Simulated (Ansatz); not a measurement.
## NaCaF3 (built on the sites of a database entry of CsCaF3): a soft mode frozen in

Aim: this structure of NaCaF3 (built on the sites of a database entry of CsCaF3) is to be tested for unstable modes, and one is followed downhill.

Program: Ansatz 0.2.0. Level of theory: DFT PBE+D3(BJ), scalar-relativistic, plane waves, PAW. Results are calculated unless marked as measured.

The structure was built from a prototype and need not be the compound's stable phase.

## Step 1: The starting structure

Symmetry: Pm-3m, No. 221, cubic system. The conventional cell has a = 4.398 Å, b = 4.398 Å, c = 4.398 Å, α = 90.00°, β = 90.00°, γ = 90.00°. Na has 12 F at 3.11 Å nearest. Nearest to Ca lie 6 F at 2.20 Å. Nearest to F lie 2 Ca at 2.20 Å. Farther neighbours and most contacts between anions are not listed.

## Step 2: Response at finite wavevector

The cell comes from relaxations at this level that are not shown. Stability and thermal properties need the whole zone. Linear response on a 2×2×2 q mesh gives force constants as far as a supercell of that size would, and the tensors from the zone-centre run are typed in so that the long-range dipole term is interpolated apart.

input.yaml

```yaml
crystal:
  lattice:
    - [4.3977833632, 0.0, 0.0]
    - [0.0, 4.3977833632, 0.0]
    - [0.0, 0.0, 4.3977833632]
  atoms:
    - { symbol: Na, position: [0.0, 0.0, 0.0] }
    - { symbol: Ca, position: [0.5, 0.5, 0.5] }
    - { symbol: F, position: [0.0, 0.5, 0.5] }
    - { symbol: F, position: [0.5, 0.0, 0.5] }
    - { symbol: F, position: [0.5, 0.5, 0.0] }
kpoints:
  mp_grid: { grid: [6, 6, 6] }
hamiltonian:
  xc: pbe
  dispersion: d3bj
scf:
  occupations: { method: fixed }
output:
  eigenvalues: true
phonons:
  method: dfpt
  qmesh: [2, 2, 2]
  temperatures: { t_max: 1000, t_step: 50 }
  qpath:
    path:
      - [[0.0, 0.0, 0.0], [0.0, 0.5, 0.0], [0.5, 0.5, 0.0], [0.0, 0.0, 0.0], [0.5, 0.5, 0.5], [0.0, 0.5, 0.0]]
      - [[0.5, 0.5, 0.5], [0.5, 0.5, 0.0]]
    npoints: 10
  non_analytic_term:
    high_frequency_dielectric_tensor: [[1.9558, 0.0, 0.0], [0.0, 1.9558, 0.0], [0.0, 0.0, 1.9558]]
    born_effective_charges:
      - { species: Na, tensor: [[1.1707, 0.0, 0.0], [0.0, 1.1707, 0.0], [0.0, 0.0, 1.1707]] }
      - { species: Ca, tensor: [[2.2737, 0.0, 0.0], [0.0, 2.2737, 0.0], [0.0, 0.0, 2.2737]] }
      - { species: F, tensor: [[-1.7077, 0.0, 0.0], [0.0, -0.8683, 0.0], [0.0, 0.0, -0.8683]] }
      - { species: F, tensor: [[-0.8683, 0.0, 0.0], [0.0, -1.7077, 0.0], [0.0, 0.0, -0.8683]] }
      - { species: F, tensor: [[-0.8683, 0.0, 0.0], [0.0, -0.8683, 0.0], [0.0, 0.0, -1.7077]] }
    source: "zone-centre run at this cell"
```

Started as:

```sh
ansatz run input.yaml --threads 4 --pin off --max-ram 7168MiB --backend cpu --events-out ev --progress --plain --runs-dir out
```

Numbers of over 12 decimals in the logs are rounded to 6 here.

Output:

```text
Engine: ansatz 0.2.0, aarch64-unknown-linux-gnu
Pseudopotentials: kind: paw
Pseudopotential: Na, paw, valence charge 9, recommended cutoff 420 eV (normal), Na.paw.azcp
Pseudopotential: Ca, paw, valence charge 10, recommended cutoff 420 eV (normal), Ca.paw.azcp
Pseudopotential: F, paw, valence charge 7, recommended cutoff 420 eV (normal), F.paw.azcp
Functional definition: PBE
  parameter kappa = 0.804
  parameter beta = 0.066725
  exchange = pbe_x(kappa = kappa, mu = beta*pi^2/3)
  correlation = pbe_c(beta = beta)
Crystal: 5 atoms, lattice volume = 85.055 Å³
Basis set: ecut = 420 eV, 1743 PW (Γ), exchange–correlation on 60×60×60 points (8 copies of the dense FFT grid, shifted against one another)
Bands: 25, of which v1, the nominal top of the filled ones, is band 20 counted from 1 (19 counted from 0)
Symmetry: 48 space group operations
k-points: 20 of 216
Non-local potential: Na, projectors of the file, l = 0: 3, l = 1: 2, l = 2: 1
Non-local potential: Ca, projectors of the file, l = 0: 3, l = 1: 2, l = 2: 2
Non-local potential: F, projectors of the file, l = 0: 2, l = 1: 2, l = 2: 1
PAW form: soft (Blöchl's): semilocal exchange-correlation on the pseudo side does not see the compensation charge
PAW one-centre angular grid: Na, 110 points (default); XC on 64 Gauss nodes
PAW one-centre angular grid: Ca, 110 points (default); XC on 64 Gauss nodes
PAW one-centre angular grid: F, 110 points (default); XC on 64 Gauss nodes
Initial density: superposition of atomic densities (neutral atoms: chi_scale 0, normalization atom), corrected by the library's trained network
Initial wavefunctions: pseudopotential atomic-orbital guess
Functional: x = pbe(κ = 0.804, μ = 0.219515), c = pbe(β = 0.066725)
SCF iter   1: F=—  HF=-5736.962914 eV  |F-HF|=—  |Δ(HF+E_count)|=         —  Δρ=6.18e-4  dr2=2.08e-4  ethr=1.77e-3  ⟨swp⟩=4.8  Hψ=2198  notcnv=0  defer=47
preconditioner: auto → Resta (q_TF=auto, 2.406 Å⁻¹)  ε∞=2.6  [insulator: Δε(μ)=5.061 eV  Ē_g=19.089 eV  n_scr=18 (ndim 8)  ℏωp=24.2 eV  f_vac=0.245  ε∞_Penn≈2.6]
SCF iter   2: F=—  HF=-5736.963163 eV  |F-HF|=—  |Δ(HF+E_count)|=   2.49e-4  Δρ=3.15e-4  dr2=6.87e-5  ethr=5.19e-7  ⟨swp⟩=2.4  Hψ=1116  notcnv=0  defer=59
SCF iter   3: F=—  HF=-5736.963336 eV  |F-HF|=—  |Δ(HF+E_count)|=   1.72e-4  Δρ=2.14e-4  dr2=3.06e-5  ethr=1.72e-7  ⟨swp⟩=2.0  Hψ=888  notcnv=0  defer=53
SCF iter   4: F=—  HF=-5736.963345 eV  |F-HF|=—  |Δ(HF+E_count)|=   9.46e-6  Δρ=3.97e-5  dr2=1.69e-6  ethr=7.65e-8  ⟨swp⟩=2.0  Hψ=690  notcnv=0  defer=31
SCF iter   5: F=—  HF=-5736.963345 eV  |F-HF|=—  |Δ(HF+E_count)|=   1.08e-8  Δρ=1.29e-5  dr2=1.22e-7  ethr=4.22e-9  ⟨swp⟩=2.4  Hψ=733  notcnv=0  defer=20
SCF iter   6: F=—  HF=-5736.963345 eV  |F-HF|=—  |Δ(HF+E_count)|=   3.31e-7  Δρ=2.69e-6  dr2=1.02e-8  ethr=3.05e-10  ⟨swp⟩=2.1  Hψ=676  notcnv=0  defer=20
SCF iter   7: F=—  HF=-5736.963345 eV  |F-HF|=—  |Δ(HF+E_count)|=   7.50e-9  Δρ=4.99e-7  dr2=2.06e-10  ethr=2.56e-11  ⟨swp⟩=2.6  Hψ=879  notcnv=0  defer=20
SCF iter   8: F=-5736.963345 eV  HF=-5736.963345 eV  |F-HF|=9.09e-13  |Δ(HF+E_count)|=  3.50e-10  Δρ=1.06e-7  dr2=6.22e-12  ethr=1.00e-12  ⟨swp⟩=9.9  Hψ=3447  notcnv=0
SCF 1 converged in 8 iterations: F = -5736.963345 eV  dr2 = 6.22e-12
  greatest PAW one-centre occupation: 0.999 electrons in one spin orbital (limit 2), on the Na atom at site 0 (counted from 0), in its partial waves of l = 0
NSCF: frozen V_eff on 20 k-points
NSCF: frozen V_eff on 64 k-points
DFPT response loops at q = (0, 0, 0) (fractional): preconditioner auto → none (the input reference at scf.mixing.eps_inf says where Resta's filter doesn't serve); β = 0.50; Broyden in place of MSR1
NSCF: frozen V_eff on 128 k-points
DFPT response loops at q = (0, 0, -0.5) (fractional): mixed as the last ones told, above
NSCF: frozen V_eff on 128 k-points
DFPT response loops at q = (0, -0.5, -0.5) (fractional): mixed as the last ones told, above
NSCF: frozen V_eff on 128 k-points
DFPT response loops at q = (-0.5, -0.5, -0.5) (fractional): mixed as the last ones told, above
SCF converged after 8 iterations
Free energy (F): -5736.963345 eV
Harris-Foulkes:  -5736.963345 eV  (|F-HF|=9.09e-13)
Internal energy: -5736.963345 eV  (E = F + TS)
E sigma→0 (E₀):  -5736.963345 eV
Fermi energy:    0.415841 eV
--- Per-component energies (eV) ---
  E_band       = -506.116180
  E_kinetic    = 1022.220221
  E_local      = -4004.976809  (includes V_loc(G=0)·N_el)
  E_nonlocal   = 398.549848
  E_hartree    = 1456.337905
  E_xc         = -418.493072
  E_vxc        = -531.754181  (∫ρ·V_xc dr)
  E_paw        = -1723.245064  (= ΣΔE_a)
  E_vpaw       = -302.837096  (= ΣTr[D̂ρ^β])
  E_aug_tail   = 0.005964  (compensation charges beyond the density's cutoff)
  E_ewald      = -2466.737043
  E_disp       = -0.625295  (pairwise vdW)
  E_smearing   = -0.000000  (= −TS)
  E_closure    = 0.000000  (closes the sum)
  Σ components = -5736.963345   (vs F -5736.963345, Δ=0.00e0)
--- Band table (eV; the first three rows and the last of 20) ---
  k-point 0: bands = [... 16 lower, 0.0104, 0.2549, 0.2549, 0.2549, 5.4838, 9.8434, 9.8434, 9.8434, ... 1 higher]
  k-point 1: bands = [... 16 lower, -0.0185, -0.0162, 0.2359, 0.2359, 5.8187, 9.8764, 9.9494, 9.9494, ... 1 higher]
  k-point 2: bands = [... 16 lower, -0.1566, -0.0698, 0.2123, 0.2123, 6.6790, 9.5100, 9.9447, 10.1485, ... 1 higher]
  k-point 19: bands = [... 16 lower, -0.9526, 0.4158, 0.4158, 0.4158, 8.8297, 10.3561, 10.3561, 10.3561, ... 1 higher]
--- Phonons (Γ-DFPT): 4 representative perturbations + reference (Σ response iterations 15) ---
  ASR residual: 3.758e-3 → 0.000e0 eV/Å²; symmetrization residual: 5.403e-6 eV/Å²
  pairwise dispersion correction: d3bj (s6 = 1.0, s8 = 0.7875, a1 = 0.4289, a2_bohr = 4.4407), with the weights of each atom's references fixed at the reference crystal's, and the forces and stress that the weights' published response gives there kept as a pressure on the atom's counted neighbours (hamiltonian.dispersion)
  ASR residual per site (eV/Å²): 1.36e-3 1.91e-3 3.76e-3 3.76e-3 3.76e-3
  Γ frequencies (cm⁻¹): -124.58 -124.58 -124.58 -67.91 -67.91 -67.91 0.00 0.00 0.00 182.66 182.66 182.66 448.30 448.30 448.30
--- Phonons (arbitrary-q DFPT): 4 irreducible q on the 2×2×2 mesh ---
  q = [0.0000, 0.0000, 0.0000] (star 1, of the zone-centre solve; hermiticity 1.02e-6, symmetrization 3.58e-13): -124.58 -124.58 -124.58 -67.91 -67.91 -67.91 -0.00 -0.00 -0.00 182.66 182.66 182.66 448.30 448.30 448.30
  q = [0.0000, 0.0000, -0.5000] (star 3, 9 solved perturbations in 504 linear systems a pass and spin channel, the states on 64 of 216 k-point pairs; hermiticity 3.75e-7, symmetrization 3.26e-13): -111.88 -111.88 -65.58 -65.58 -35.03 103.31 103.31 113.70 137.45 144.92 144.92 350.63 447.70 447.70 472.00
  q = [0.0000, -0.5000, -0.5000] (star 3, 9 solved perturbations in 504 linear systems a pass and spin channel, the states on 64 of 216 k-point pairs; hermiticity 7.85e-7, symmetrization 1.69e-13): -136.87 -123.50 -123.50 -75.48 55.29 55.29 125.92 137.52 137.52 193.24 332.59 332.59 404.66 447.13 489.00
  q = [-0.5000, -0.5000, -0.5000] (star 1, 4 solved perturbations in 184 linear systems a pass and spin channel, the states on 64 of 216 k-point pairs; hermiticity 3.14e-7, symmetrization 1.67e-12): -137.52 -137.52 -137.52 -115.45 -115.45 -115.45 210.88 210.88 210.88 309.88 309.88 309.88 404.41 404.41 505.36
  sum rule: each row above includes the acoustic sum rule's correction from the zone centre's row sums; it moved no ω² by more than (7.33 cm⁻¹)²
  mesh force constants: q→R imaginary residual 6.29e-18; ASR residual 3.758e-3 → 0.000e0 eV/Å²; symmetrization residual 2.665e-14 eV/Å²
  interpolated dispersion: 63 rows × 15 modes
  density of states and harmonic sums: on the 14×14×14 q-mesh, interpolated from the force constants of a 2×2×2 supercell (with the dipole–dipole term of supplied tensors)
  largest difference from the sums on the solved wave vectors: F 1.29e-2 eV, S 1.22e-5 and C_V 1.60e-5 eV/K
  zero-point energy: 0.159678 eV/cell   skipped modes (ω ≤ 0): 632, of them read as no rigid motion or as one in doubt: 629 (5.240e0 modes/cell left out, lowest -137.52 cm⁻¹)   left out of the sums: 3.49e-1 of the cell's modes: C_V's classical limit lies that fraction below 3 k_B per atom; for a crystal, a wire or a layer, F and S can be off by more, and a phonons.interpolated_qmesh denser along its periods is the remedy for the sampling
```

It took 4.1 min on 4 threads of Arm Neoverse N1, shared host; peak memory 0.67 GiB; 8.9 min of CPU time.

Numbers from this step:

| Item | Value |
| --- | --- |
| gap on the k-mesh | 5.068 eV |
| volume per atom | 17.01 Å³ |
| sum-rule residual before enforcement | 0.003758 eV/Å² |
| lowest frequency on the path | -137.5 cm⁻¹ |
| point group | m-3m |
| highest frequency on the path or at a solved wavevector | 538.3 cm⁻¹ |
| highest optical mode at the zone centre (no LO-TO term) | 448.3 cm⁻¹ |
| lowest optical zone-centre mode | -124.6 cm⁻¹ |
| lowest mode on the q mesh (acoustic modes at Γ apart) | -137.5 cm⁻¹ |

Frequencies (cm⁻¹) solved at each irreducible wavevector; negative means imaginary. Frequencies by wavevector, by row:

| q in reciprocal lattice units | star | mode 1 | mode 2 | mode 3 | mode 4 | mode 13 | mode 14 | mode 15 |
| --- | --- | --- | --- | --- | --- | --- | --- | --- |
| 0 0 0 | 1 | -124.6 | -124.6 | -124.6 | -67.9 | 448.3 | 448.3 | 448.3 |
| 0 0 -0.5 | 3 | -111.9 | -111.9 | -65.6 | -65.6 | 447.7 | 447.7 | 472 |
| 0 -0.5 -0.5 | 3 | -136.9 | -123.5 | -123.5 | -75.5 | 404.7 | 447.1 | 489 |
| -0.5 -0.5 -0.5 | 1 | -137.5 | -137.5 | -137.5 | -115.5 | 404.4 | 404.4 | 505.4 |

Interpolated from a 2×2×2 q mesh, rough between the solved points, with the LO-TO term (at Γ the limit along the path; where Γ stands inside the path, tables give the limit on arrival). Phonon branches along the path, in cm⁻¹:

| point | branch 1 | branch 2 | branch 3 | branch 4 | branch 12 | branch 13 | branch 14 | branch 15 |
| --- | --- | --- | --- | --- | --- | --- | --- | --- |
| Γ | -125 | -125 | -68 | -68 | 212 | 448 | 448 | 538 |
| halfway | -119 | -119 | -61 | -61 | 268 | 448 | 448 | 514 |
| X | -112 | -112 | -66 | -66 | 351 | 448 | 448 | 472 |
| halfway | -127 | -101 | -99 | -97 | 341 | 420 | 447 | 493 |
| M | -137 | -124 | -124 | -76 | 333 | 405 | 447 | 489 |
| halfway | -127 | -111 | -93 | -72 | 266 | 430 | 448 | 514 |
| Γ | -125 | -125 | -68 | -68 | 212 | 448 | 448 | 538 |
| halfway | -122 | -122 | -104 | -76 | 266 | 430 | 430 | 516 |
| R | -138 | -138 | -138 | -115 | 310 | 404 | 404 | 505 |
| halfway | -123 | -118 | -110 | -100 | 332 | 416 | 431 | 504 |
| X | -112 | -112 | -66 | -66 | 351 | 448 | 448 | 472 |
| jump to R | -138 | -138 | -138 | -115 | 310 | 404 | 404 | 505 |
| halfway | -137 | -124 | -124 | -100 | 322 | 404 | 425 | 503 |
| M | -137 | -124 | -124 | -76 | 333 | 405 | 447 | 489 |

Symmetry leaves 4 wavevectors to solve. The lowest mode among them, the acoustic zeros apart, lies at q = (-0.5, -0.5, -0.5) and is imaginary, 137.5i cm⁻¹, so the energy falls along it.

## Step 3: The mode frozen in, largest atomic shift 0 Å

The mode followed lies at q = (-0.5, -0.5, -0.5) with frequency 137.5i cm⁻¹ and is 3-fold degenerate, the softest among the wavevectors solved. At small amplitude the distorted cell has space group no. 140 by a symmetry search on the positions. The undistorted cell that holds it gives the zero of energy on the same k mesh.

System of this step: NaCaF3 (built on the sites of a database entry of CsCaF3). It takes space group Pm-3m (No. 221, cubic). The conventional cell has a = 4.398 Å, b = 4.398 Å, c = 4.398 Å, α = 90.00°, β = 90.00°, γ = 90.00°. Nearest to Na lie 12 F at 3.11 Å. Nearest to Ca lie 6 F at 2.20 Å. F has 2 Ca at 2.20 Å nearest. Farther neighbours and most contacts between anions are not listed.

input.yaml

```yaml
crystal:
  lattice:
    - [4.3977833632, 4.3977833632, 0.0]
    - [4.3977833632, 0.0, 4.3977833632]
    - [4.3977833632, 0.0, -4.3977833632]
  atoms:
    - { symbol: Na, position: [0.0, 0.0, 0.0] }
    - { symbol: Na, position: [0.0, 0.5, 0.5] }
    - { symbol: Ca, position: [0.5, 0.25, 0.75] }
    - { symbol: Ca, position: [0.5, 0.75, 0.25] }
    - { symbol: F, position: [0.5, 0.0, 0.5] }
    - { symbol: F, position: [0.5, 0.5, 1.0] }
    - { symbol: F, position: [0.0, 0.5, 0.0] }
    - { symbol: F, position: [0.0, 0.0, 0.5] }
    - { symbol: F, position: [0.5, 0.0, 0.0] }
    - { symbol: F, position: [0.5, 0.5, 0.5] }
kpoints:
  mp_grid: { grid: [6, 6, 6] }
hamiltonian:
  xc: pbe
  dispersion: d3bj
scf:
  occupations: { method: gaussian, width: 0.02 }
output:
  forces: true
  stress: true
  eigenvalues: true
```

Output:

```text
[...]
Crystal: 10 atoms, lattice volume = 170.111 Å³
Basis set: ecut = 420 eV, 3383 PW (Γ), exchange–correlation on 90×90×90 points (8 copies of the dense FFT grid, shifted against one another)
Bands: 50, of which v1, the nominal top of the filled ones, is band 40 counted from 1 (39 counted from 0)
Symmetry: 96 space group operations
[...]
k-points: 16 of 216
[...]
k-point 0: bands = [... 36 lower, 0.2548, 0.4158, 0.4158, 0.4158, 5.4837, 8.8298, 9.8433, 9.8433, ... 5 higher]
  k-point 1: bands = [... 36 lower, 0.1935, 0.3706, 0.3706, 0.3876, 5.7389, 8.7193, 9.8930, 9.9146, ... 5 higher]
  k-point 2: bands = [... 36 lower, 0.1089, 0.2558, 0.2558, 0.3112, 6.4208, 8.2356, 9.9984, 10.0813, ... 5 higher]
  k-point 15: bands = [... 36 lower, 0.0589, 0.1181, 0.1577, 0.3351, 7.7286, 8.1948, 8.7232, 9.4033, ... 5 higher]
[key lines of the parts left out:]
SCF converged after 6 iterations
Free energy (F): -11473.926694 eV
Fermi energy:    2.949814 eV
P = ⅓ Tr σ = 0.0057 GPa (0.057 kbar)
```

Run time: 8 s. Hardware: 4 threads; peak memory 0.54 GiB; 13 s of CPU time.

Numbers from this step:

```
pressure                         : 0.005661 GPa
energy from the undistorted cell : 0 meV/atom
```

At this level the gap is 5.07 eV on the k-mesh of the self-consistent run, which can miss the band edges.

## Step 4: The mode frozen in, largest atomic shift 0.6 Å

The atoms are moved along the unstable eigenvector, the largest shift by 0.6 Å, with the cell fixed.

input.yaml, the sections that differ from step 3:

```yaml
crystal:
  lattice:
    - [4.3977833632, 4.3977833632, 0.0]
    - [4.3977833632, 0.0, 4.3977833632]
    - [4.3977833632, 0.0, -4.3977833632]
  atoms:
    - { symbol: Na, position: [0.0, 0.0, 0.0] }
    - { symbol: Na, position: [0.0, 0.5, 0.5] }
    - { symbol: Ca, position: [0.5, 0.25, 0.75] }
    - { symbol: Ca, position: [0.5, 0.75, 0.25] }
    - { symbol: F, position: [0.5, -0.0682161842, 0.5682161842] }
    - { symbol: F, position: [0.5, 0.5682161842, 0.9317838158] }
    - { symbol: F, position: [0.0, 0.5, 0.0] }
    - { symbol: F, position: [0.0, 0.0, 0.5] }
    - { symbol: F, position: [0.5, 0.0682161842, 0.0682161842] }
    - { symbol: F, position: [0.5, 0.4317838158, 0.4317838158] }
# kpoints, hamiltonian, scf, output: as in step 3
```

Output:

```text
[...]
Crystal: 10 atoms, lattice volume = 170.111 Å³
Basis set: ecut = 420 eV, 3383 PW (Γ), exchange–correlation on 90×90×90 points (8 copies of the dense FFT grid, shifted against one another)
Bands: 50, of which v1, the nominal top of the filled ones, is band 40 counted from 1 (39 counted from 0)
Symmetry: 16 space group operations
[...]
k-points: 30 of 216
[...]
k-point 0: bands = [... 36 lower, 0.2639, 0.2639, 0.2773, 0.2773, 5.7140, 9.4027, 9.4027, 9.5855, ... 5 higher]
  k-point 1: bands = [... 36 lower, 0.2066, 0.2281, 0.2433, 0.2621, 5.9722, 9.1815, 9.4628, 9.5074, ... 5 higher]
  k-point 2: bands = [... 36 lower, 0.1278, 0.1677, 0.2288, 0.2453, 6.6628, 8.5485, 9.6052, 9.6410, ... 5 higher]
  k-point 29: bands = [... 36 lower, -0.1350, 0.0948, 0.2757, 0.2757, 7.7460, 8.6990, 8.7947, 9.6407, ... 5 higher]
[key lines of the parts left out:]
SCF converged after 6 iterations
Free energy (F): -11474.520104 eV
Fermi energy:    2.995693 eV
P = ⅓ Tr σ = -2.7345 GPa (-27.345 kbar)
```

Wall time 6.7 s (4 threads); peak memory 0.59 GiB.

Numbers from this step:

| Item | Value |
| --- | --- |
| pressure | -2.735 GPa |
| gap on the k-mesh | 5.437 eV |
| energy from the undistorted cell | -59.34 meV/atom |

The energy, extrapolated to zero smearing, is -59.34 meV/atom against the undistorted cell.

The run ends at a pressure of -2.73 GPa, with forces up to 0.22 eV/Å.

## Step 5: Energy along the mode, all amplitudes (two of the runs are shown above)

An imaginary frequency means negative curvature, so the energy should fall and then rise again as anharmonic terms take over.

Numbers from this step:

| Quantity | Value |
| --- | --- |
| depth at the lowest point sampled | 59.34 meV/atom |
| largest atomic shift at that point | 0.6 Å |

Energy from the parent against largest atomic shift:

| largest atomic shift (Å) | energy from the parent (meV/atom) |
| --- | --- |
| 0.000 | 0 |
| 0.040 | -0.422 |
| 0.080 | -1.68 |
| 0.140 | -5.07 |
| 0.220 | -12.1 |
| 0.320 | -24.0 |
| 0.450 | -41.7 |
| 0.600 | -59.3 |

Displacement at unit largest shift by atom:

| atom | x (Å) | y (Å) | z (Å) | size |
| --- | --- | --- | --- | --- |
| Na1 | 0.00 | 0.00 | 0.00 | 0.00 |
| Na2 | 0.00 | 0.00 | 0.00 | 0.00 |
| Ca3 | 0.00 | 0.00 | 0.00 | 0.00 |
| Ca4 | 0.00 | 0.00 | 0.00 | 0.00 |
| F5 | 0.00 | 0.00 | -1.00 | 1.00 |
| F6 | 0.00 | 0.00 | 1.00 | 1.00 |
| F7 | 0.00 | 0.00 | 0.00 | 0.00 |
| F8 | 0.00 | 0.00 | 0.00 | 0.00 |
| F9 | 1.00 | 0.00 | 0.00 | 1.00 |
| F10 | -1.00 | 0.00 | 0.00 | 1.00 |

The lowest of the steps tried is the last one, at 0.6 Å, 59.3 meV/atom below the parent; the bottom of the well need not coincide with a step.

[end of part 1 of 2]

[Logs are printed without paths, hosts, clocks, repeated set-up lines and the standing remarks that a program may print on its own settings, such as how far it seeks lower states.]

[Hosts, paths, dates, database ids (printed as entryN), source tags and the programs' standing remarks are cut or masked in the printed files.]
